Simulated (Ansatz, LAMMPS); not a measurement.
# A frame of liquid 80SiO2-10Al2O3-5CaO-5Na2O (mol %) from 3000 K (126 atoms): geometry optimisation

Wanted: the relaxed structure of a frame of liquid 80SiO2-10Al2O3-5CaO-5Na2O (mol %) from 3000 K (126 atoms) and its electronic structure.

Main program and level: Ansatz 0.2.0; Kohn-Sham DFT, PBE, PAW (set soft_2), plane waves.

## Step 1: The structure

The cell holds 126 atoms: 32 Si, 8 Al, 2 Ca, 4 Na and 80 O. Its edges and angles: a = 12.120 Å, b = 12.120 Å, c = 12.120 Å, α = 90.0°, β = 90.0°, γ = 90.0°. 126 atoms (32 Si, 8 Al, 2 Ca, 4 Na, 80 O) placed at random at 2.39 g/cm³, melted at 4000 K for 10 ps at fixed volume with the Morse and Coulomb pair potential with partial charges (Pedone, Malavasi, Menziani, Cormack and Segre, J. Phys. Chem. B 110, 11780 (2006)). Snapshot at the end of a hold of 10 ps at 3000 K and fixed volume.

Before any run, some limits are plain. The network of bonds at the start is that of the classical potential that made the cell. The Brillouin zone is sampled at Γ only, in a cell whose shortest periodic width is 12 Å.

## Step 2: How the cell was made

A classical potential makes the cell, at a small fraction of what the same run would cost in DFT.

This step: classical MD, Morse and Coulomb pair potential with partial charges (Pedone, Malavasi, Menziani, Cormack and Segre, J. Phys. Chem. B 110, 11780 (2006)) (LAMMPS 22 Jul 2025 - Update 4).

The input, in.lmp:

```
# melt-quench of Si32Al8Ca2Na4O80
units metal
atom_style charge
boundary p p p
region box block 0 12.1198 0 12.1198 0 12.1198
create_box 5 box
mass 1 28.0850   # Si
mass 2 26.9815   # Al
mass 3 40.0780   # Ca
mass 4 22.9898   # Na
mass 5 15.9990   # O
create_atoms 1 random 32 595625 NULL overlap 1.5 maxtry 2000
create_atoms 2 random 8 595632 NULL overlap 1.5 maxtry 2000
create_atoms 3 random 2 595639 NULL overlap 1.5 maxtry 2000
create_atoms 4 random 4 595646 NULL overlap 1.5 maxtry 2000
create_atoms 5 random 80 595653 NULL overlap 1.5 maxtry 2000
pair_style hybrid/overlay pedone 5.5 coul/long 8.0
pair_coeff * * coul/long
pair_coeff 1 5 pedone 0.340554 2.006700 2.100000 1   # Si-O
pair_coeff 2 5 pedone 0.361581 1.900442 2.164818 0.9   # Al-O
pair_coeff 3 5 pedone 0.030211 2.241334 2.923245 5   # Ca-O
pair_coeff 4 5 pedone 0.023363 1.763867 3.006315 5   # Na-O
pair_coeff 5 5 pedone 0.042395 1.379316 3.618701 22   # O-O
set type 1 charge 2.4
set type 2 charge 1.8
set type 3 charge 1.2
set type 4 charge 0.6
set type 5 charge -1.2
kspace_style pppm 1.0e-4
neigh_modify delay 0 every 1 check yes
thermo_style custom step time temp pe press density
thermo_modify norm yes
timestep 0.002
thermo 100
# [... 18 lines left out ...]
compute msd all msd com yes
thermo 1250
fix md all nvt temp 3000 3000 0.2
run 5000 post no
print "== T3000: mean square displacement over the hold $(c_msd[4]:%.2f) A^2"
unfix md
uncompute msd
write_dump all custom T3000.dump id type xs ys zs modify sort id
```

Launch:

```console
> lmp -in in.lmp -log none -nocite
```

Numbers of over 12 decimals in the logs are rounded to 6 here.

The log of the run:

```text
LAMMPS (22 Jul 2025 - Update 4)
Created orthogonal box = (0 0 0) to (12.1198 12.1198 12.1198)
Created 32 atoms
Created 8 atoms
Created 2 atoms
Created 4 atoms
Created 80 atoms
PPPM initialization ...
  G vector (1/distance) = 0.39294016
  grid = 15 15 15
  estimated relative force accuracy = 3.5498845e-05
   Step          Time           Temp          PotEng         Press         Density
         0   0              0              1.673159       669491.23      2.3939888
       100   0.2            0             -15.944975     -41700.487      2.3939888
Loop time of 0.0911442 s on 1 MPI rank(s) for 100 steps with 126 atoms
Minimization stats:
  Stopping criterion = energy tolerance
  Energy initial, next-to-last, final =
      1.67315900374425   -15.943875873158  -15.9449747846044
  Force two-norm initial, final = 400.97895 2.4463282
  Iterations, force evaluations = 100 130
   Step          Time           Temp          PotEng         Press         Density
         0   0              4000          -15.944975     -2924.096       2.3939888
       500   1              1891.6652     -15.735128     -24353.252      2.3939888
      1000   2              1819.5975     -15.760968     -7971.9102      2.3939888
Loop time of 0.593665 s on 1 MPI rank(s) for 1000 steps with 126 atoms
   Step          Time           Temp          PotEng         Press         Density
      1000   2              1819.5975     -15.760968     -7971.9102      2.3939888
      1666   3.332          3912.0833     -15.3171        103.15947      2.3939888
      2499   4.998          3846.2521     -15.445932      31470.809      2.3939888
      3332   6.664          3793.05       -15.293641      19389.795      2.3939888
      4165   8.33           4102.0596     -15.367744      19693.765      2.3939888
      4998   9.996          4427.7477     -15.385333      35149.996      2.3939888
      5831   11.662         3889.1811     -15.393697     -24201.406      2.3939888
[... 1 line left out ...]
Loop time of 3.0353 s on 1 MPI rank(s) for 5000 steps with 126 atoms
   Step          Time           Temp          PotEng         Press         Density
[... 5 lines left out ...]
Loop time of 3.02518 s on 1 MPI rank(s) for 5000 steps with 126 atoms
   Step          Time           Temp          PotEng         Press         Density
[... 2 lines left out ...]
     12500   25             3016.0384     -15.620808     -10259.036      2.3939888
     13750   27.5           3095.3089     -15.621462     -7106.9619      2.3939888
     15000   30             2828.6221     -15.620671      4224.5125      2.3939888
     16000   32             2807.0823     -15.642641     -20637.754      2.3939888
Loop time of 2.98719 s on 1 MPI rank(s) for 5000 steps with 126 atoms
== T3000: mean square displacement over the hold 8.67 A^2
```

The job ended after 9.8 s (1 thread of Arm Neoverse V2, shared host; peak memory 0.069 GiB).

## Step 3: Single point at the start

A single point comes first, to see the forces before anything moves.

The input, input.yaml:

```yaml
crystal:
  lattice:
    - [12.1198, 0.0, 0.0]
    - [0.0, 12.1198, 0.0]
    - [0.0, 0.0, 12.1198]
  atoms:
    - { symbol: Si, position: [0.14215, 0.4136, 0.72206] }
    - { symbol: Si, position: [0.57685, 0.04546, 0.55741] }
    - { symbol: Si, position: [0.1267, 0.29075, 0.30784] }
    - { symbol: Si, position: [0.44857, 0.81033, 0.90629] }
    - { symbol: Si, position: [0.003, 0.35035, 0.53502] }
    - { symbol: Si, position: [0.75662, 0.67886, 0.6647] }
    - { symbol: Si, position: [0.35365, 0.11781, 0.23313] }
    - { symbol: Si, position: [0.3528, 0.30238, 0.52715] }
    - { symbol: Si, position: [0.49378, 0.7586, 0.17026] }
    - { symbol: Si, position: [0.58386, 0.79768, 0.493] }
    - { symbol: Si, position: [0.53979, 0.37823, 0.70564] }
    - { symbol: Si, position: [0.05621, 0.64166, 0.58825] }
    - { symbol: Si, position: [0.02829, 0.57136, 0.0009] }
    - { symbol: Si, position: [0.76994, 0.1027, 0.73876] }
    - { symbol: Si, position: [0.60729, 0.11502, 0.31997] }
    - { symbol: Si, position: [0.72448, 0.91765, 0.15843] }
    - { symbol: Si, position: [0.2674, 0.96654, 0.8465] }
    - { symbol: Si, position: [0.0037, 0.92426, 0.31887] }
    - { symbol: Si, position: [0.89999, 0.24813, 0.17409] }
    - { symbol: Si, position: [0.0828, 0.74927, 0.15267] }
    - { symbol: Si, position: [0.94896, 0.02217, 0.1119] }
    - { symbol: Si, position: [0.80423, 0.52897, 0.8831] }
    - { symbol: Si, position: [0.71125, 0.46475, 0.53756] }
    - { symbol: Si, position: [0.86933, 0.8731, 0.70165] }
    - { symbol: Si, position: [0.33161, 0.04295, 0.59954] }
    - { symbol: Si, position: [0.2862, 0.69666, 0.27877] }
    - { symbol: Si, position: [0.50783, 0.42527, 0.12369] }
    - { symbol: Si, position: [0.3343, 0.16222, 0.9937] }
    - { symbol: Si, position: [0.31051, 0.43798, 0.30067] }
    - { symbol: Si, position: [0.65128, 0.95275, 0.92119] }
    - { symbol: Si, position: [0.11337, 0.32846, 0.95964] }
    - { symbol: Si, position: [0.54356, 0.19887, 0.92181] }
    [... 88 atom lines left out ...]
    - { symbol: O, position: [0.61777, 0.40939, 0.59866] }
    - { symbol: O, position: [0.74967, 0.60807, 0.78578] }
    - { symbol: O, position: [0.13725, 0.5624, 0.68467] }
    - { symbol: O, position: [0.84861, 0.40975, 0.82105] }
    - { symbol: O, position: [0.69871, 0.93987, 0.03894] }
    - { symbol: O, position: [0.47319, 0.14284, 0.25692] }
kpoints:
  mp_grid: { grid: [1, 1, 1] }
hamiltonian:
  xc: pbe
scf:
  occupations: { method: fixed }
output:
  forces: true
  stress: true
  populations: true
  dos:
    method: { smearing: { sigma: 0.15 } }
    de: 0.1
    projected: { site_lists: { Al: [Al], Ca: [Ca], Na: [Na], O: [O], Si: [Si] } }
  eigenvalues: true
```

Launch:

```console
> ansatz run input.yaml --threads 4 --pin off --max-ram 8192MiB --backend cpu --events-out ev --progress --plain --runs-dir out
```

The log of the run:

```text
Engine: ansatz 0.2.0, aarch64-unknown-linux-gnu
Pseudopotentials: kind: paw
Pseudopotential: Si, paw, valence charge 4, recommended cutoff 420 eV (normal), Si.paw.azcp
Pseudopotential: Al, paw, valence charge 3, recommended cutoff 420 eV (normal), Al.paw.azcp
Pseudopotential: Ca, paw, valence charge 10, recommended cutoff 420 eV (normal), Ca.paw.azcp
Pseudopotential: Na, paw, valence charge 9, recommended cutoff 420 eV (normal), Na.paw.azcp
Pseudopotential: O, paw, valence charge 6, recommended cutoff 420 eV (normal), O.paw.azcp
Functional definition: PBE
  parameter kappa = 0.804
  parameter beta = 0.066725
  exchange = pbe_x(kappa = kappa, mu = beta*pi^2/3)
  correlation = pbe_c(beta = beta)
Crystal: 126 atoms, lattice volume = 1780.272 Å³
Basis set: ecut = 420 eV, 34889 PW (Γ), exchange–correlation on 180×180×180 points (8 copies of the dense FFT grid, shifted against one another)
Bands: 470, of which v1, the nominal top of the filled ones, is band 344 counted from 1 (343 counted from 0)
Symmetry: 1 space group operations
Space group: P1 (ITA 1), of the structure as read, at distance tolerance 1.2e-4 Å
k-points: 1
Non-local potential: Si, projectors of the file, l = 0: 2, l = 1: 2, l = 2: 2
Non-local potential: Al, projectors of the file, l = 0: 2, l = 1: 2, l = 2: 1
Non-local potential: Ca, projectors of the file, l = 0: 3, l = 1: 2, l = 2: 2
Non-local potential: Na, projectors of the file, l = 0: 3, l = 1: 2, l = 2: 1
Non-local potential: O, projectors of the file, l = 0: 2, l = 1: 2, l = 2: 1
PAW form: soft (Blöchl's): semilocal exchange-correlation on the pseudo side does not see the compensation charge
PAW one-centre angular grid: Si, 110 points (default); XC on 64 Gauss nodes
PAW one-centre angular grid: Al, 110 points (default); XC on 64 Gauss nodes
PAW one-centre angular grid: Ca, 110 points (default); XC on 64 Gauss nodes
PAW one-centre angular grid: Na, 110 points (default); XC on 64 Gauss nodes
PAW one-centre angular grid: O, 110 points (default); XC on 64 Gauss nodes
Initial density: superposition of atomic densities (neutral atoms: chi_scale 0, normalization atom), corrected by the library's trained network
Initial wavefunctions: pseudopotential atomic-orbital guess
Functional: x = pbe(κ = 0.804, μ = 0.219515), c = pbe(β = 0.066725)
SCF iter   1: F=—  HF=-79700.764277 eV  |F-HF|=—  |Δ(HF+E_count)|=         —  Δρ=5.63e-3  dr2=1.10e0  ethr=1.77e-3  ⟨swp⟩=5.0  Hψ=1867  notcnv=0  defer=124
preconditioner: auto → Resta (q_TF=auto, 2.328 Å⁻¹)  ε∞=3.2  [insulator: Δε(μ)=0.564 eV  Ē_g=15.455 eV  n_scr=388 (ndim 8)  ℏωp=22.9 eV  f_vac=0.160  ε∞_Penn≈3.2]
SCF iter   2: F=—  HF=-79701.626016 eV  |F-HF|=—  |Δ(HF+E_count)|=   8.62e-1  Δρ=3.16e-2  dr2=3.18e1  ethr=1.60e-4  ⟨swp⟩=3.0  Hψ=787  notcnv=0  defer=124
SCF iter   3: F=—  HF=-79700.747573 eV  |F-HF|=—  |Δ(HF+E_count)|=   8.78e-1  Δρ=5.63e-3  dr2=1.05e0  ethr=1.60e-4  ⟨swp⟩=3.0  Hψ=785  notcnv=0  defer=124
SCF iter   4: F=—  HF=-79700.687491 eV  |F-HF|=—  |Δ(HF+E_count)|=   6.01e-2  Δρ=4.46e-3  dr2=7.32e-1  ethr=1.53e-4  ⟨swp⟩=2.0  Hψ=543  notcnv=0  defer=123
SCF iter   5: F=—  HF=-79700.638083 eV  |F-HF|=—  |Δ(HF+E_count)|=   4.94e-2  Δρ=3.83e-3  dr2=5.12e-1  ethr=1.06e-4  ⟨swp⟩=2.0  Hψ=352  notcnv=0  defer=124
SCF iter   6: F=—  HF=-79700.590869 eV  |F-HF|=—  |Δ(HF+E_count)|=   4.72e-2  Δρ=1.82e-3  dr2=1.06e-1  ethr=7.45e-5  ⟨swp⟩=2.0  Hψ=359  notcnv=0  defer=123
SCF iter   7: F=—  HF=-79700.640271 eV  |F-HF|=—  |Δ(HF+E_count)|=   4.94e-2  Δρ=2.15e-2  dr2=1.51e1  ethr=1.53e-5  ⟨swp⟩=2.0  Hψ=784  notcnv=0  defer=124  recentre
SCF iter   8: F=—  HF=-79700.597023 eV  |F-HF|=—  |Δ(HF+E_count)|=   4.32e-2  Δρ=2.63e-3  dr2=2.30e-1  ethr=1.53e-5  ⟨swp⟩=2.0  Hψ=591  notcnv=0  defer=124
SCF iter   9: F=—  HF=-79700.588899 eV  |F-HF|=—  |Δ(HF+E_count)|=   8.12e-3  Δρ=1.52e-3  dr2=7.60e-2  ethr=1.53e-5  ⟨swp⟩=2.0  Hψ=357  notcnv=0  defer=122
SCF iter  10: F=—  HF=-79700.592558 eV  |F-HF|=—  |Δ(HF+E_count)|=   3.66e-3  Δρ=2.27e-3  dr2=1.71e-1  ethr=1.10e-5  ⟨swp⟩=1.0  Hψ=541  notcnv=0  defer=122
[...]
SCF iter  15: F=—  HF=-79700.586020 eV  |F-HF|=—  |Δ(HF+E_count)|=   9.25e-4  Δρ=5.08e-4  dr2=6.06e-3  ethr=5.92e-6  ⟨swp⟩=2.0  Hψ=349  notcnv=0  defer=122
SCF iter  16: F=—  HF=-79700.585896 eV  |F-HF|=—  |Δ(HF+E_count)|=   1.24e-4  Δρ=1.97e-4  dr2=8.38e-4  ethr=8.80e-7  ⟨swp⟩=1.0  Hψ=348  notcnv=0  defer=122
SCF iter  17: F=—  HF=-79700.585899 eV  |F-HF|=—  |Δ(HF+E_count)|=   2.90e-6  Δρ=2.77e-4  dr2=2.41e-3  ethr=1.22e-7  ⟨swp⟩=2.0  Hψ=589  notcnv=0  defer=122  recentre
SCF iter  18: F=—  HF=-79700.585906 eV  |F-HF|=—  |Δ(HF+E_count)|=   6.79e-6  Δρ=2.53e-4  dr2=1.93e-3  ethr=1.22e-7  ⟨swp⟩=2.0  Hψ=350  notcnv=0  defer=122
SCF iter  19: F=—  HF=-79700.585878 eV  |F-HF|=—  |Δ(HF+E_count)|=   2.81e-5  Δρ=1.15e-4  dr2=4.03e-4  ethr=1.22e-7  ⟨swp⟩=2.0  Hψ=349  notcnv=0  defer=122
SCF iter  20: F=—  HF=-79700.585884 eV  |F-HF|=—  |Δ(HF+E_count)|=   6.48e-6  Δρ=2.48e-5  dr2=1.88e-5  ethr=5.86e-8  ⟨swp⟩=1.0  Hψ=348  notcnv=0  defer=122
SCF iter  21: F=—  HF=-79700.590131 eV  |F-HF|=—  |Δ(HF+E_count)|=   4.25e-3  Δρ=5.86e-6  dr2=7.52e-7  ethr=2.73e-9  ⟨swp⟩=2.0  Hψ=683  notcnv=0  defer=122
SCF iter  22: F=—  HF=-79700.590131 eV  |F-HF|=—  |Δ(HF+E_count)|=   3.10e-8  Δρ=2.37e-6  dr2=1.56e-7  ethr=1.09e-10  ⟨swp⟩=2.0  Hψ=589  notcnv=0  defer=122
SCF iter  23: F=—  HF=-79700.590131 eV  |F-HF|=—  |Δ(HF+E_count)|=   9.76e-9  Δρ=3.41e-6  dr2=3.27e-7  ethr=1.45e-11  ⟨swp⟩=18.0  Hψ=3165  notcnv=0
SCF iter  24: F=-79700.590131 eV  HF=-79700.590131 eV  |F-HF|=1.06e-8  |Δ(HF+E_count)|=   6.39e-9  Δρ=8.32e-7  dr2=1.43e-8  ethr=1.45e-11  ⟨swp⟩=2.0  Hψ=1086  notcnv=0
SCF 1 converged in 24 iterations: F = -79700.590131 eV  dr2 = 1.43e-8
  greatest PAW one-centre occupation: 0.999 electrons in one spin orbital (limit 2), on the Na atom at site 42 (counted from 0), in its partial waves of l = 0
SCF converged after 24 iterations
Free energy (F): -79700.590131 eV
Harris-Foulkes:  -79700.590131 eV  (|F-HF|=1.06e-8)
Internal energy: -79700.590131 eV  (E = F + TS)
E sigma→0 (E₀):  -79700.590131 eV
Fermi energy:    4.822170 eV
--- Per-component energies (eV) ---
  E_band       = -3952.750497
  E_kinetic    = 16872.972708
  E_local      = -50720.352563  (includes V_loc(G=0)·N_el)
  E_nonlocal   = 5286.819382
  E_hartree    = 18896.476367
  E_xc         = -8460.155185
  E_vxc        = -9859.576375  (∫ρ·V_xc dr)
  E_paw        = -35624.808276  (= ΣΔE_a)
  E_vpaw       = -3325.766687  (= ΣTr[D̂ρ^β])
  E_aug_tail   = 0.202167  (compensation charges beyond the density's cutoff)
  E_ewald      = -25951.744731
  E_smearing   = -0.000000  (= −TS)
  E_closure    = -0.000000  (closes the sum)
  Σ components = -79700.590131   (vs F -79700.590131, Δ=0.00e0)
--- Forces (eV/Å), atoms counted from 1 ---
  atom   1  Si    -2.16720729     5.42521519    -0.48571003
  atom   2  Si     1.42959408    -0.93907670     3.67399374
  atom   3  Si     0.91756931     1.55629128    -6.15997053
  atom   4  Si     9.10592740    -8.16058246     3.75394969
  atom   5  Si     0.15110654     0.23616685     1.13172043
  atom   6  Si     4.78480464    -3.58336126     3.70412396
  atom   7  Si    -2.72525502     0.95234406    -0.50503341
  atom   8  Si    -0.50291213    -5.74873287    11.11417291
  atom   9  Si     1.89965357     2.52696536    -1.53368974
  atom  10  Si    -5.66724006     6.72279673    -0.86370895
  atom  11  Si    -1.24801140    -2.36621131     3.13969250
  atom  12  Si    -1.40969172    -0.16369090     2.08741835
  atom  13  Si    -6.15684616    -1.25043267     0.20268404
  atom  14  Si    -4.55493238    -6.93830112    -6.42181463
[...]
atom 125  O     -0.54662064     2.50021031    -6.06865754
  atom 126  O      5.60638721     1.66263617     0.56252027
  max |Σ_I F_I| component: 8.78e-6 eV/Å
--- Stress (GPa, compression-positive) ---
        0.518199       2.432452      -2.271836
        2.432451       1.467292      -1.112899
       -2.271835      -1.112903       6.514104
  P = ⅓ Tr σ = 2.8332 GPa (28.332 kbar)
--- Band table (eV) ---
  k-point 0: bands = ["-47.8742", "-47.3715", "-46.7206", "-46.0216", [... 454 levels ...], "12.5243", "12.5899", "12.5994", "12.6361", "12.6878", "12.7275", "12.7618", "12.8465", "12.8558", "12.9089", "12.9300", "12.9878"]
--- Löwdin populations: 126 sites ---
  site symbol       q [e]
     0     Si      2.3121
     1     Si      2.2741
     2     Si      2.2724
[...]
125      O      6.7943
  spilling = 0.012283 (of n_electrons = 688.000000)
```

The job ended after 58 s (4 threads of Arm Neoverse V2, shared host; peak memory 2.6 GiB).

The column dr2 measures how far the density is from self-consistency, as an energy; F and HF (Harris–Foulkes) agree once it is small.

The run gave:

| Quantity | Value |
| --- | --- |
| free energy | -79700.5901 eV |
| free energy per atom | -632.5444 eV/atom |
| SCF cycles | 24 |
| pressure | 2.833 GPa |
| r.m.s. force component | 3.127 eV/Å |
| longest force | 12.79 eV/Å |
| Fermi energy | 4.822 eV |
| gap (highest filled to lowest empty level) | 0.0698 eV |
| spilling of the projection | 0.01228 |

The r.m.s. force component of 3.1 eV/Å and the pressure of 2.8 GPa set the starting point.

Length of the force by element:

| element | coordination | atoms | mean length of the force (eV/Å) | spread | least | most |
| --- | --- | --- | --- | --- | --- | --- |
| Al | all | 8 | 4.87 | 2.72 | 2.44 | 11.3 |
| Ca | all | 2 | 1.09 | 0.267 | 0.819 | 1.35 |
| Na | all | 4 | 1.29 | 0.778 | 0.554 | 2.58 |
| O | all | 80 | 3.99 | 2.45 | 0.586 | 12.2 |
| Si | all | 32 | 6.58 | 3.05 | 1.17 | 12.8 |

[end of part 1 of 3]

[Logs are printed without paths, hosts, clocks, repeated set-up lines and the standing remarks that a program may print on its own settings, such as how far it seeks lower states.]

[Hosts, paths, dates, database ids (printed as entryN), source tags and the programs' standing remarks are cut or masked in the printed files.]
